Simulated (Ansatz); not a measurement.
# What LiZnI3 (model cell, started as cubic perovskite with Zn in the octahedra) distorts into, part 2 of 3

Wanted: the energy along a soft mode of LiZnI3 (model cell, started as cubic perovskite with Zn in the octahedra) and the structure at the end.

Ansatz 0.2.0; DFT PBEsol, scalar-relativistic, plane waves, PAW; PAW set soft_1.

So far, highest frequency on the path or at a solved wavevector (cm⁻¹): step 2 (response at finite wavevector) 144. Also lowest frequency on the path (cm⁻¹): step 2 -171.

The structure was built from a prototype and need not be the compound's stable phase.

**5. Energy along the mode, all amplitudes (two of the runs are shown above)**

An imaginary frequency means negative curvature, so the energy should fall and then rise again as anharmonic terms take over.

Numbers from this step:

```yaml
depth_at_the_lowest_point_sampled: 25.66 meV/atom
largest_atomic_shift_at_that_point: 0.6 Å
```

Energy from the parent against largest atomic shift:

```
largest atomic shift (Å)  energy from the parent (meV/atom)
                   0.000                                  0
                   0.040                             -0.121
                   0.080                             -0.484
                   0.140                              -1.48
                   0.220                              -3.63
                   0.320                              -7.62
                   0.450                              -14.8
                   0.600                              -25.7
```

Displacement at unit largest shift by atom:

```
atom   x (Å)   y (Å)   z (Å)   size
 Li1   0.577  -0.577  -0.577  0.999
 Li2  -0.577   0.577   0.577  0.999
 Zn3   0.000   0.000   0.000  0.000
 Zn4   0.000   0.000   0.000  0.000
  I5   0.018  -0.018   0.000  0.025
  I6  -0.018   0.018   0.000  0.025
  I7   0.018   0.000  -0.018  0.025
  I8  -0.018   0.000   0.018  0.025
  I9   0.000  -0.018  -0.018  0.025
 I10   0.000   0.018   0.018  0.025
```

The lowest of the steps tried is the last one, at 0.6 Å, 25.7 meV/atom below the parent; the bottom of the well need not coincide with a step.

**6. Relaxing from the distorted cell**

Starting from the lowest point found, all atoms and the cell are let go, so that strain and other modes of the same symmetry can join in.

input.yaml

```yaml
crystal:
  lattice:
    - [5.5671905569, 5.5671905569, 0.0]
    - [5.5671905569, 0.0, 5.5671905569]
    - [5.5671905569, 0.0, -5.5671905569]
  atoms:
    - { symbol: Li, position: [-0.0622235144, 0.5311117572, 0.5933352715] }
    - { symbol: Li, position: [0.0622235144, -0.0311117572, 0.9066647285] }
    - { symbol: Zn, position: [0.5, 0.25, 0.75] }
    - { symbol: Zn, position: [0.5, 0.75, 0.25] }
    - { symbol: I, position: [0.4980204049, 0.5019795951, 0.5019795951] }
    - { symbol: I, position: [0.5019795951, -0.0019795951, -0.0019795951] }
    - { symbol: I, position: [0.0, 0.0, 0.5019795951] }
    - { symbol: I, position: [0.0, 0.5, -0.0019795951] }
    - { symbol: I, position: [0.4980204049, 0.0, 0.5019795951] }
    - { symbol: I, position: [0.5019795951, 0.5, -0.0019795951] }
kpoints:
  mp_grid: { grid: [6, 6, 6] }
hamiltonian:
  xc: pbesol
  pseudopotentials: { kind: paw, azcp: { folder: soft_1 }, xc_functional: pbe }
scf:
  occupations: { method: methfessel_paxton, width: 0.2 }
output:
  forces: true
  stress: true
  eigenvalues: true
relax:
  adjacent_minimum: "off"
  f_tol: 0.002
  max_steps: 120
  cell: { stress_tol: 0.03 }
```

Run with:

```console
ansatz run input.yaml --threads 4 --pin off --max-ram 16384MiB --backend cpu --events-out ev --progress --plain --runs-dir out
```

Numbers of over 12 decimals in the logs are rounded to 6 here.

Output:

```text
[...]
Crystal: 10 atoms, lattice volume = 345.095 Å³
Basis set: ecut = 420 eV, 6735 PW (Γ), exchange–correlation on 108×108×108 points (8 copies of the dense FFT grid, shifted against one another)
Bands: 80, of which v1, the nominal top of the filled ones, is band 66 counted from 1 (65 counted from 0)
Symmetry: 12 space group operations
[...]
k-points: 32 of 216
[...]
SCF iter   1: F=—  HF=-51568.947179 eV  |F-HF|=—  |Δ(HF+E_count)|=         —  Δρ=5.36e-2  dr2=6.64e0  ethr=3.10e-3  ⟨swp⟩=9.1  Hψ=12662  notcnv=0
[...]
SCF iter  12: F=-51566.896838 eV  HF=-51566.896838 eV  |F-HF|=1.31e-8  |Δ(HF+E_count)|=   1.93e-7  S|Δr|=    0.00e0  Δρ=2.07e-6  dr2=1.94e-8  ethr=7.58e-11  ⟨swp⟩=15.0  Hψ=14412  notcnv=0
SCF 1 converged in 12 iterations: F = -51566.896838 eV  dr2 = 1.94e-8
[...]
relax step   1: F+E_penalty+E_count = -51566.89683827 eV  Δ(F+E_penalty+E_count) = +0.000e0 eV  max|allowed force component| = 2.231e-1 eV/Å  Δτ_max = 0.0000 Å  P = +0.067 GPa  Ω = 345.095 Å³  (12 SCF iters, dr2 threshold 1.00e-7 eV, accepted)
Crystal: 10 atoms, lattice volume = 348.598 Å³
Basis set: ecut = 420 eV, 6813 PW (Γ), exchange–correlation on 108×108×108 points (8 copies of the dense FFT grid, shifted against one another)
[...]
SCF iter   7: F=-51567.134987 eV  HF=-51567.134987 eV  |F-HF|=1.22e-7  |Δ(HF+E_count)|=   2.26e-6  S|Δr|=    0.00e0  Δρ=1.13e-5  dr2=3.56e-7  ethr=7.58e-10  ⟨swp⟩=12.3  Hψ=12785  notcnv=0
SCF 2 converged in 7 iterations: F = -51567.134987 eV  dr2 = 3.56e-7
relax step   2: F+E_penalty+E_count = -51567.13498659 eV  Δ(F+E_penalty+E_count) = -2.381e-1 eV  max|allowed force component| = 2.817e-1 eV/Å  Δτ_max = 0.1949 Å  P = -0.023 GPa  Ω = 348.598 Å³  energy of the carried Pulay correction = -5.827e-4 eV  (7 SCF iters, dr2 threshold 1.00e-6 eV, accepted)
Crystal: 10 atoms, lattice volume = 350.836 Å³
Basis set: ecut = 420 eV, 6861 PW (Γ), exchange–correlation on 108×108×108 points (8 copies of the dense FFT grid, shifted against one another)
[...]
SCF iter   7: F=-51567.336381 eV  HF=-51567.336380 eV  |F-HF|=3.67e-7  |Δ(HF+E_count)|=   3.43e-6  S|Δr|=    0.00e0  Δρ=9.48e-6  dr2=3.11e-7  ethr=7.58e-10  ⟨swp⟩=12.0  Hψ=12763  notcnv=0
SCF 3 converged in 7 iterations: F = -51567.336381 eV  dr2 = 3.11e-7
relax step   3: F+E_penalty+E_count = -51567.33638070 eV  Δ(F+E_penalty+E_count) = -2.014e-1 eV  max|allowed force component| = 2.787e-1 eV/Å  Δτ_max = 0.1949 Å  P = -0.007 GPa  Ω = 350.836 Å³  energy of the carried Pulay correction = -9.500e-4 eV  (7 SCF iters, dr2 threshold 1.00e-6 eV, accepted)
[...]
relax step   4: F+E_penalty+E_count = -51567.51911062 eV  Δ(F+E_penalty+E_count) = -1.827e-1 eV  max|allowed force component| = 2.148e-1 eV/Å  Δτ_max = 0.1951 Å  P = +0.234 GPa  Ω = 351.899 Å³  energy of the carried Pulay correction = -1.123e-3 eV  (7 SCF iters, dr2 threshold 1.00e-6 eV, accepted)
[...]
relax step   5: F+E_penalty+E_count = -51567.64662030 eV  Δ(F+E_penalty+E_count) = -1.275e-1 eV  max|allowed force component| = 1.347e-1 eV/Å  Δτ_max = 0.1950 Å  P = +0.071 GPa  Ω = 357.772 Å³  energy of the carried Pulay correction = -2.064e-3 eV  (7 SCF iters, dr2 threshold 1.00e-6 eV, accepted)
[...]
relax step   6: F+E_penalty+E_count = -51567.71110205 eV  Δ(F+E_penalty+E_count) = -6.448e-2 eV  max|allowed force component| = 6.694e-2 eV/Å  Δτ_max = 0.2000 Å  P = +0.231 GPa  Ω = 357.357 Å³  energy of the carried Pulay correction = -1.998e-3 eV  (7 SCF iters, dr2 threshold 1.00e-6 eV, accepted)
[...]
relax step   7: F+E_penalty+E_count = -51567.71840398 eV  Δ(F+E_penalty+E_count) = -7.302e-3 eV  max|allowed force component| = 7.481e-2 eV/Å  Δτ_max = 0.1578 Å  P = +0.165 GPa  Ω = 364.403 Å³  energy of the carried Pulay correction = -3.095e-3 eV  (7 SCF iters, dr2 threshold 3.37e-7 eV, accepted)
[...]
relax step   8: F+E_penalty+E_count = -51567.73118664 eV  Δ(F+E_penalty+E_count) = -1.278e-2 eV  max|allowed force component| = 1.132e-2 eV/Å  Δτ_max = 0.0431 Å  P = -0.036 GPa  Ω = 363.940 Å³  energy of the carried Pulay correction = -3.024e-3 eV  (6 SCF iters, dr2 threshold 3.50e-7 eV, accepted)
[...]
relax step   9: F+E_penalty+E_count = -51567.73153274 eV  Δ(F+E_penalty+E_count) = -3.461e-4 eV  max|allowed force component| = 4.906e-4 eV/Å  Δτ_max = 0.0041 Å  P = +0.012 GPa  Ω = 363.559 Å³  energy of the carried Pulay correction = -2.966e-3 eV  (6 SCF iters, dr2 threshold 8.00e-9 eV, accepted)
Basis set: ecut = 420 eV, 7097 PW (Γ), exchange–correlation on 108×108×120 points (8 copies of the dense FFT grid, shifted against one another)
[...]
SCF iter   8: F=-51567.734218 eV  HF=-51567.734218 eV  |F-HF|=2.04e-9  |Δ(HF+E_count)|=   1.09e-8  S|Δr|=    0.00e0  Δρ=1.19e-7  dr2=1.64e-11  ethr=1.00e-12  ⟨swp⟩=9.9  Hψ=11716  notcnv=0
SCF 10 converged in 8 iterations: F = -51567.734218 eV  dr2 = 1.64e-11
relax step  10: F+E_penalty+E_count = -51567.73421765 eV  Δ(F+E_penalty+E_count) = -2.685e-3 eV  max|allowed force component| = 4.568e-4 eV/Å  Δτ_max = 0.0000 Å  P = +0.008 GPa  Ω = 363.559 Å³  stress off target by 8.75e-3 GPa  SCF on the basis re-selected at this cell (its energy is not comparable with the rows above)  (8 SCF iters)
basis re-selected at this cell: Δ(F+E_penalty+E_count) = -2.685e-3 eV, ΔP = -0.004 GPa vs the last step (what re-selecting the basis moved, of the pressure what is left beyond the Pulay correction that the steps carried, after the strain that the cell walked since its last selection, with what the two solves' SCF thresholds leave and, on support functions, any second-order correction that the steps lacked; it is no measure of the basis error at this ecutwfc). The dense FFT grid was sized anew with the basis: this SCF ran on 54×54×60 points, the steps before it on 54×54×54, so part of this shift can come from that change (see relax.cell in the input reference). [rest of the remark cut]
SCF converged after 8 iterations
[...]
Free energy (F): -51567.734218 eV
[...]
Internal energy: -51567.744518 eV  (E = F + TS)
E sigma→0 (E₀):  -51567.736793 eV
Entropy (-TS):   0.010300 eV (1.030 meV/atom)
Fermi energy:    3.665474 eV
[...]
--- Forces (eV/Å), atoms counted from 1 ---
  atom   1  Li    -0.00045678     0.00045678     0.00045678
  atom   2  Li     0.00045678    -0.00045678    -0.00045678
  atom   3  Zn    -0.00000000     0.00000000    -0.00000000
  atom   4  Zn     0.00000000     0.00000000     0.00000000
  atom   5  I      0.00036119    -0.00036119     0.00007845
  atom   6  I     -0.00036119     0.00036119    -0.00007845
  atom   7  I      0.00036119     0.00007845    -0.00036119
  atom   8  I     -0.00036119    -0.00007845     0.00036119
  atom   9  I     -0.00007845    -0.00036119    -0.00036119
  atom  10  I      0.00007845     0.00036119     0.00036119
  max |Σ_I F_I| component: 8.67e-19 eV/Å
--- Stress (GPa, compression-positive) ---
        0.007802      -0.000472      -0.000472
       -0.000472       0.007802       0.000472
       -0.000472       0.000472       0.007802
  P = ⅓ Tr σ = 0.0078 GPa (0.078 kbar)
--- Band table (eV; the first three rows and the last of 32) ---
  k-point 0: bands = [... 62 lower, 3.2268, 3.2268, 3.5096, 3.5096, 3.7825, 7.0612, 7.2736, 7.4904, ... 10 higher]
  k-point 1: bands = [... 62 lower, 3.0870, 3.4190, 3.4190, 3.4241, 3.7149, 6.8496, 7.3252, 7.5580, ... 10 higher]
  k-point 2: bands = [... 62 lower, 3.0945, 3.3053, 3.3053, 3.5430, 4.1818, 6.0290, 7.8084, 7.8677, ... 10 higher]
  k-point 31: bands = [... 62 lower, 2.8794, 2.9222, 3.1809, 3.1871, 5.8700, 5.9872, 8.1529, 8.3523, ... 10 higher]
--- Relaxed structure (9 steps of the walk, 9 accepted, 1 SCFs on fresh bases) ---
  F+E_penalty+E_count = -51567.73421765 eV   max|allowed force component| = 4.568e-4 eV/Å   (the final SCF, on the basis selected at the relaxed cell)
  cell:  # Å, volume = 363.5589 Å³
    - [5.607203, 5.607203, -2.0816681711721685e-17]
    - [5.607203, -2.0816681711721685e-17, 5.607203]
    - [5.723504, -0.116301, -5.723504]
  atoms:
    - { symbol: Li, position: [-0.176017, 0.588008, 0.764025] }
    - { symbol: Li, position: [0.176017, -0.088008, 0.735975] }
    - { symbol: Zn, position: [0.5, 0.250000, 0.750000] }
    - { symbol: Zn, position: [0.500000, 0.75, 0.250000] }
    - { symbol: I, position: [0.495106, 0.504417, 0.505372] }
    - { symbol: I, position: [0.504894, -0.00441689, -0.00537168] }
    - { symbol: I, position: [-0.000954788, 0.000477394, 0.505372] }
    - { symbol: I, position: [0.000954788, 0.499523, -0.00537168] }
    - { symbol: I, position: [0.495106, 0.000477394, 0.505372] }
    - { symbol: I, position: [0.504894, 0.499523, -0.00537168] }
```

Elapsed: 3.3 min, on 4 threads of Arm Neoverse V1, shared host; peak memory 1.3 GiB; 13 min of CPU time.

Step by step:

```
step  energy less that of the first step (eV)  largest force component (eV/Å)  pressure (GPa)  volume (Å³)
   1                                   0.0000                          0.2231            0.07       345.09
   2                                  -0.2381                          0.2817           -0.02       348.60
   3                                  -0.4395                          0.2787           -0.01       350.84
   4                                  -0.6223                          0.2148            0.23       351.90
   5                                  -0.7498                          0.1347            0.07       357.77
   6                                  -0.8143                          0.0669            0.23       357.36
   7                                  -0.8216                          0.0748            0.17       364.40
   8                                  -0.8343                          0.0113           -0.04       363.94
   9                                  -0.8347                          0.0005            0.01       363.56
 10*                                  -0.8374                          0.0005            0.01       363.56
```

Relaxation steps marked * repeat the geometry before them on a plane-wave basis chosen anew for their cell, so energy and pressure can jump there.

The run keeps the 12 symmetry operations that it works with, so distortions that break them were not tested.

```
conventional cell, symmetrised  before   after  change
                         a (Å)   7.873   7.930  +0.7 %
                         b (Å)   7.873   7.930  +0.7 %
                         c (Å)  19.285  20.028  +3.9 %
              volume (Å³/atom)   34.51   36.36  +5.4 %
```

The atoms that moved most (Å, as changes of fractional coordinates times the final cell):

```
atom      dx      dy      dz  length
 Li2  -0.658   0.658   0.658   1.140
 Li1   0.658  -0.658  -0.658   1.140
  I6  -0.017   0.017   0.006   0.024
  I8  -0.017   0.006   0.017   0.024
 I10  -0.006   0.017   0.017   0.024
  I7   0.017  -0.006  -0.017   0.024
  I9   0.006  -0.017  -0.017   0.024
  I5   0.017  -0.017  -0.006   0.024
```

Numbers from this step:

```yaml
pressure: 0.007802 GPa
volume_per_atom: 36.36 Å³
```

The distorted start has space group R-3m; the relaxation ends in R-3m.

**7. The new phase in its own primitive cell**

The relaxed structure is symmetrised, reduced to its primitive cell and relaxed tightly, as its phonons need.

input.yaml, the sections that differ from step 6:

```yaml
crystal:
  lattice:
    - [3.9648913732, 2.2891311016, 6.6760799279]
    - [-3.9648913732, 2.2891311016, 6.6760799279]
    - [0.0, -4.5782622032, 6.6760799279]
  atoms:
    - { symbol: Li, position: [0.1619917343, 0.1619917343, 0.1619917343] }
    - { symbol: Li, position: [0.8380082657, 0.8380082657, 0.8380082657] }
    - { symbol: Zn, position: [0.5, 0.5, 0.5] }
    - { symbol: Zn, position: [0.0, 0.0, 0.0] }
    - { symbol: I, position: [0.7495226059, 0.2455831056, 0.7495226059] }
    - { symbol: I, position: [0.2504773941, 0.7544168944, 0.2504773941] }
    - { symbol: I, position: [0.7495226059, 0.7495226059, 0.2455831056] }
    - { symbol: I, position: [0.2504773941, 0.2504773941, 0.7544168944] }
    - { symbol: I, position: [0.2455831056, 0.7495226059, 0.7495226059] }
    - { symbol: I, position: [0.7544168944, 0.2504773941, 0.2504773941] }
relax:
  adjacent_minimum: "off"
  f_tol: 0.001
  max_steps: 60
  cell: { stress_tol: 0.01 }
# kpoints, hamiltonian, scf, output: as in step 6
```

Output:

```text
[...]
Crystal: 10 atoms, lattice volume = 363.559 Å³
Basis set: ecut = 420 eV, 7097 PW (Γ), exchange–correlation on 120×120×120 points (8 copies of the dense FFT grid, shifted against one another)
Bands: 80, of which v1, the nominal top of the filled ones, is band 66 counted from 1 (65 counted from 0)
Symmetry: 12 space group operations
[...]
k-points: 32 of 216
[...]
- { symbol: Zn, position: [0.5, 0.5, 0.5] }
    - { symbol: Zn, position: [0.0, 0.0, 0.0] }
    - { symbol: I, position: [0.749523, 0.245583, 0.749523] }
    - { symbol: I, position: [0.250477, 0.7544168944, 0.250477] }
    - { symbol: I, position: [0.749523, 0.749523, 0.245583] }
    - { symbol: I, position: [0.250477, 0.250477, 0.754417] }
    - { symbol: I, position: [0.245583, 0.749523, 0.749523] }
    - { symbol: I, position: [0.7544168944, 0.250477, 0.250477] }
[key lines of the parts left out:]
SCF converged after 7 iterations
Free energy (F): -51567.734218 eV
Fermi energy:    3.665474 eV
P = ⅓ Tr σ = 0.0078 GPa (0.078 kbar)
```

Wall time 47 s (4 threads); peak memory 1.3 GiB; 3 min of CPU time.

Little changed from the start: no atom moved by 0.005 Å and no cell edge by 0.1 %.

This step gave:

| Item | Value |
| --- | --- |
| pressure | 0.007803 GPa |

The largest force component left is 0.79 meV/Å and the pressure is 0.008 GPa, within the tolerances set. The cell now holds 36.36 Å³/atom.

(Continued in part 3 of 3.)

[Logs are printed without paths, hosts, clocks, repeated set-up lines and the standing remarks that a program may print on its own settings, such as how far it seeks lower states.]

[Hosts, paths, dates, database ids (printed as entryN), source tags and the programs' standing remarks are cut or masked in the printed files.]
